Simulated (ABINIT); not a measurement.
## TePb (Fm-3m): G0W0 in ABINIT against the wavefunction cutoff in GW

Aim: move the wavefunction cutoff in GW of a G0W0 run on TePb (Fm-3m) over a wide range.

Program: ABINIT 10.8.3. Level of theory: PBE and many-body steps on it, plane waves. Results are calculated unless marked as measured.

Report form: the programs' logs are mostly left out.

## 1. Set-up

The structure is cubic, space group Fm-3m (No. 225). The conventional cell has a = 6.462 Å, b = 6.462 Å, c = 6.462 Å, α = 90.00°, β = 90.00°, γ = 90.00°. Te has 6 Pb at 3.23 Å nearest. Nearest to Pb lie 6 Te at 3.23 Å. Farther neighbours and most contacts between anions are not listed.

The cell and positions come from the Crystallography Open Database and are kept as given unless a step says otherwise. Spin-orbit coupling is left out unless a step names it.

## 2. Screening, 4×4×4 mesh, 124 bands, screening to 163.3 eV

This step: ABINIT 10.8.3; RPA screening on PBE, plane waves, norm-conserving pseudopotentials.

The RPA dielectric matrix is built and inverted for each q.

Input file run.abi:

```
acell 3*1.0 Angstrom
rprim 
  -0.000000000000 3.231000000000 3.231000000000
  3.231000000000 0.000000000000 3.231000000000
  3.231000000000 3.231000000000 0.000000000000
ntypat 2
znucl 52 82
natom 2
typat 1 2
xred 
  0.500000000000 0.500000000000 0.500000000000
  0.000000000000 0.000000000000 0.000000000000
pp_dirpath "pseudos"
pseudos "Te.upf, Pb.upf"
ecut 34
ngkpt 4 4 4
nshiftk 1
shiftk 0 0 0
kptopt 1
chksymbreak 0
istwfk *1
occopt 1
irdwfk 1
optdriver 3
nband 124
ecuteps 6
inclvkb 2
awtr 1
symchi 1
ecutwfn 10.2
indata_prefix "in"
outdata_prefix "out"
tmpdata_prefix "tmp"
```

Launch:

```bash
OMP_NUM_THREADS=1 mpirun -n 8 abinit run.abi > log
```

It took 19 s on 8 MPI ranks of Intel Xeon Platinum 8488C (Sapphire Rapids), shared host; peak memory 1 GiB; 2.5 min of CPU time.

Numbers from this step:

```
ε∞ with local fields, on this mesh, along the program's q direction : 38.66
the same without local fields                                       : 41.73
plasma frequency                                                    : 24.23 eV
plane waves in the screening matrix                                 : 331
```

Local fields lower ε∞ by 7 %.

## 3. 10.2 Ha

This step: G0W0 on PBE, plane waves, norm-conserving pseudopotentials.

Changes to run.abi since step 2:

```diff
@@ -23,8 +23,17 @@
 irdwfk 1
-optdriver 3
+optdriver 4
 nband 124
+gwcalctyp 0
+ecutsigx 10.2
+symsigma 1
+nkptgw 2
+kptgw 
+  0.5000000000 0.0000000000 0.0000000000
+  0.0000000000 0.0000000000 0.0000000000
+bdgw 
+  13 18
+  13 18
 ecuteps 6
-inclvkb 2
-awtr 1
-symchi 1
+irdscr 1
+ppmodel 1
 ecutwfn 10.2
```

Wall time 12 s (8 MPI ranks); peak memory 1.3 GiB.

This step gave:

| Property | Result |
| --- | --- |
| G0W0 gap on the points computed | 1.121 eV |
| starting gap on the mesh | 0.7358 eV |
| k of the valence top | 0.5, 0, 0 |
| k of the conduction bottom | 0.5, 0, 0 |
| Z at the valence top | 0.792 |
| Z at the conduction bottom | 0.802 |
| least direct G0W0 gap on the computed points | 1.121 eV |

## 4. Screening, 4×4×4 mesh, 124 bands, screening to 163.3 eV

This step: RPA screening on PBE, plane waves, norm-conserving pseudopotentials.

Changes to run.abi since step 3:

```diff
@@ -23,18 +23,9 @@
 irdwfk 1
-optdriver 4
+optdriver 3
 nband 124
-gwcalctyp 0
-ecutsigx 10.2
-symsigma 1
-nkptgw 2
-kptgw 
-  0.5000000000 0.0000000000 0.0000000000
-  0.0000000000 0.0000000000 0.0000000000
-bdgw 
-  13 18
-  13 18
 ecuteps 6
-irdscr 1
-ppmodel 1
-ecutwfn 10.2
+inclvkb 2
+awtr 1
+symchi 1
+ecutwfn 17
 indata_prefix "in"
```

The job ended after 16 s (8 MPI ranks; peak memory 1.1 GiB).

This step gave:

* ε∞ with local fields, on this mesh, along the program's q direction: 38.71
* the same without local fields: 41.79
* plasma frequency: 24.72 eV
* plane waves in the screening matrix: 331

## 5. 17 Ha

The self-energy is evaluated for the states that the input lists, and the levels follow from it, in one-shot runs by the linearised quasiparticle equation.

This step: G0W0 on PBE, plane waves, norm-conserving pseudopotentials.

Changes to run.abi since step 4:

```diff
@@ -23,8 +23,17 @@
 irdwfk 1
-optdriver 3
+optdriver 4
 nband 124
+gwcalctyp 0
+ecutsigx 17
+symsigma 1
+nkptgw 2
+kptgw 
+  0.5000000000 0.0000000000 0.0000000000
+  0.0000000000 0.0000000000 0.0000000000
+bdgw 
+  13 18
+  13 18
 ecuteps 6
-inclvkb 2
-awtr 1
-symchi 1
+irdscr 1
+ppmodel 1
 ecutwfn 17
```

Run time: 11 s. Hardware: 8 MPI ranks; peak memory 1.4 GiB; 90 s of CPU time.

This step gave:

```
G0W0 gap on the points computed              : 1.088 eV
starting gap on the mesh                     : 0.7358 eV
k of the valence top                         : 0.5, 0, 0
k of the conduction bottom                   : 0.5, 0, 0
Z at the valence top                         : 0.792
Z at the conduction bottom                   : 0.801
least direct G0W0 gap on the computed points : 1.088 eV
```

The gap on the mesh goes from 0.74 eV to 1.09 eV, a correction of +0.35 eV.

## 6. Screening, 4×4×4 mesh, 124 bands, screening to 163.3 eV

This step: RPA screening on PBE, plane waves, norm-conserving pseudopotentials.

Changes to run.abi since step 5:

```diff
@@ -23,18 +23,9 @@
 irdwfk 1
-optdriver 4
+optdriver 3
 nband 124
-gwcalctyp 0
-ecutsigx 17
-symsigma 1
-nkptgw 2
-kptgw 
-  0.5000000000 0.0000000000 0.0000000000
-  0.0000000000 0.0000000000 0.0000000000
-bdgw 
-  13 18
-  13 18
 ecuteps 6
-irdscr 1
-ppmodel 1
-ecutwfn 17
+inclvkb 2
+awtr 1
+symchi 1
+ecutwfn 25.5
 indata_prefix "in"
```

Wall time 25 s (8 MPI ranks); peak memory 1.6 GiB; 3.3 min of CPU time.

This step gave:

* ε∞ with local fields, on this mesh, along the program's q direction: 38.67
* the same without local fields: 41.74
* plasma frequency: 24.76 eV
* plane waves in the screening matrix: 331

## 7. 25.5 Ha

This step: G0W0 on PBE, plane waves, norm-conserving pseudopotentials.

Changes to run.abi since step 6:

```diff
@@ -23,8 +23,17 @@
 irdwfk 1
-optdriver 3
+optdriver 4
 nband 124
+gwcalctyp 0
+ecutsigx 25.5
+symsigma 1
+nkptgw 2
+kptgw 
+  0.5000000000 0.0000000000 0.0000000000
+  0.0000000000 0.0000000000 0.0000000000
+bdgw 
+  13 18
+  13 18
 ecuteps 6
-inclvkb 2
-awtr 1
-symchi 1
+irdscr 1
+ppmodel 1
 ecutwfn 25.5
```

It took 12 s on 8 MPI ranks; peak memory 1.7 GiB; 96 s of CPU time.

This step gave:

* G0W0 gap on the points computed: 1.079 eV
* starting gap on the mesh: 0.7358 eV
* k of the valence top: 0.5, 0, 0
* k of the conduction bottom: 0.5, 0, 0
* least direct G0W0 gap on the computed points: 1.079 eV

Against the run before, the gap moves by −0.009 eV.

## 8. Screening, 4×4×4 mesh, 124 bands, screening to 163.3 eV

This step: RPA screening on PBE, plane waves, norm-conserving pseudopotentials.

Changes to run.abi since step 7:

```diff
@@ -23,18 +23,8 @@
 irdwfk 1
-optdriver 4
+optdriver 3
 nband 124
-gwcalctyp 0
-ecutsigx 25.5
-symsigma 1
-nkptgw 2
-kptgw 
-  0.5000000000 0.0000000000 0.0000000000
-  0.0000000000 0.0000000000 0.0000000000
-bdgw 
-  13 18
-  13 18
 ecuteps 6
-irdscr 1
-ppmodel 1
-ecutwfn 25.5
+inclvkb 2
+awtr 1
+symchi 1
 indata_prefix "in"
```

Run time: 42 s. Hardware: 8 MPI ranks; peak memory 2.3 GiB.

This step gave:

* ε∞ with local fields, on this mesh, along the program's q direction: 38.66
* the same without local fields: 41.73
* plasma frequency: 24.76 eV
* plane waves in the screening matrix: 331

## 9. 34 Ha

This step: G0W0 on PBE, plane waves, norm-conserving pseudopotentials.

Changes to run.abi since step 8:

```diff
@@ -23,8 +23,17 @@
 irdwfk 1
-optdriver 3
+optdriver 4
 nband 124
+gwcalctyp 0
+ecutsigx 34
+symsigma 1
+nkptgw 2
+kptgw 
+  0.5000000000 0.0000000000 0.0000000000
+  0.0000000000 0.0000000000 0.0000000000
+bdgw 
+  13 18
+  13 18
 ecuteps 6
-inclvkb 2
-awtr 1
-symchi 1
+irdscr 1
+ppmodel 1
 indata_prefix "in"
```

Wall time 14 s (8 MPI ranks); peak memory 2.2 GiB; 1.8 min of CPU time.

Numbers from this step:

```yaml
g0w0_gap_on_the_points_computed: 1.079 eV
starting_gap_on_the_mesh: 0.7358 eV
k_of_the_valence_top: 0.5, 0, 0
k_of_the_conduction_bottom: 0.5, 0, 0
least_direct_g0w0_gap_on_the_computed_points: 1.079 eV
```

Against the run before, the gap moves by +0.000 eV.

## 10. Side by side

Times are wall times on 8 MPI ranks of Intel Xeon Platinum 8488C (Sapphire Rapids), shared host, good to a factor of about two. A run's time includes the screening step that it read.

```tsv
run	mesh	bands	screening cutoff (eV)	DFT gap (eV)	gap on the mesh (eV)	direct (eV)	ε∞ used	time
10.2 Ha	4×4×4	124	163.3	0.736	1.121	1.121	38.66	30 s
17 Ha	4×4×4	124	163.3	0.736	1.088	1.088	38.71	28 s
25.5 Ha	4×4×4	124	163.3	0.736	1.079	1.079	38.67	37 s
34 Ha	4×4×4	124	163.3	0.736	1.079	1.079	38.66	55 s
```

## 11. What came out

- 10.2 Ha: 1.121 eV
- 17 Ha: 1.088 eV
- 25.5 Ha: 1.079 eV
- 34 Ha: 1.079 eV
- known limits: not at the basis limit; exchange with frozen shells missing; mesh may overstate the screening; no spin-orbit coupling; coarse k mesh

The setting moved: wavefunction cutoff in GW. From 10.2 Ha to 34 Ha the gap moves by −0.04 eV. It holds to 0.03 eV from 17 Ha on. Bands and screening cutoff are coupled, so a series along one setting does not show full convergence. The exchange cutoff follows the wavefunction cutoff here. Bands and cutoff are finite, so the gap is not at the basis limit. The miss can reach some tenths of an eV and take either sign; the mesh is an error of its own. In the G0W0 runs levels were corrected at 2 k points alone, so a gap called «on the mesh» is the least over those, and an edge elsewhere would be missed. The 4×4×4 mesh is coarse for this cell, which bears on the long-range parts of exchange and screening. Where an edge is built on 6p states of lead, bismuth or thallium, scalar-relativistic gaps usually stand too wide, by a few tenths to over one eV. The norm-conserving file of at least one element keeps a d shell over frozen s and p shells of the same row. Exchange with those shells is missing from the self-energy, an error of 0.3 to 0.9 eV in cases checked, whose sign depends on which edge lies on those atoms. For the PBE start: The RPA ε∞ on this mesh reaches over 25; with a narrow direct gap a coarse mesh can overstate it, and the correction is then too small. The many-body steps are scalar-relativistic: spin-orbit coupling is not in them.

[Paths, hosts, dates, memory and timing lines, banners, echoed tables and standing remarks are left out of the program output.]

[Logs are printed without paths, hosts, clocks, repeated set-up lines and the standing remarks that a program may print on its own settings, such as how far it seeks lower states.]

[Runs of the session that timed out or met a known fault of the program may be left out.]

[Hosts, paths, dates, database ids (printed as entryN), source tags and the programs' standing remarks are cut or masked in the printed files.]

[G0W0 gaps are taken among the corrected bands and points alone; a level outside them can change the order at an edge.]

[Where Ansatz stands beside ABINIT at settings called matched, ABINIT's density can come from a denser mesh and the files from another edition; pairs whose starting gaps differed by over 0.03 eV were left out, so agreement reads better than it is.]
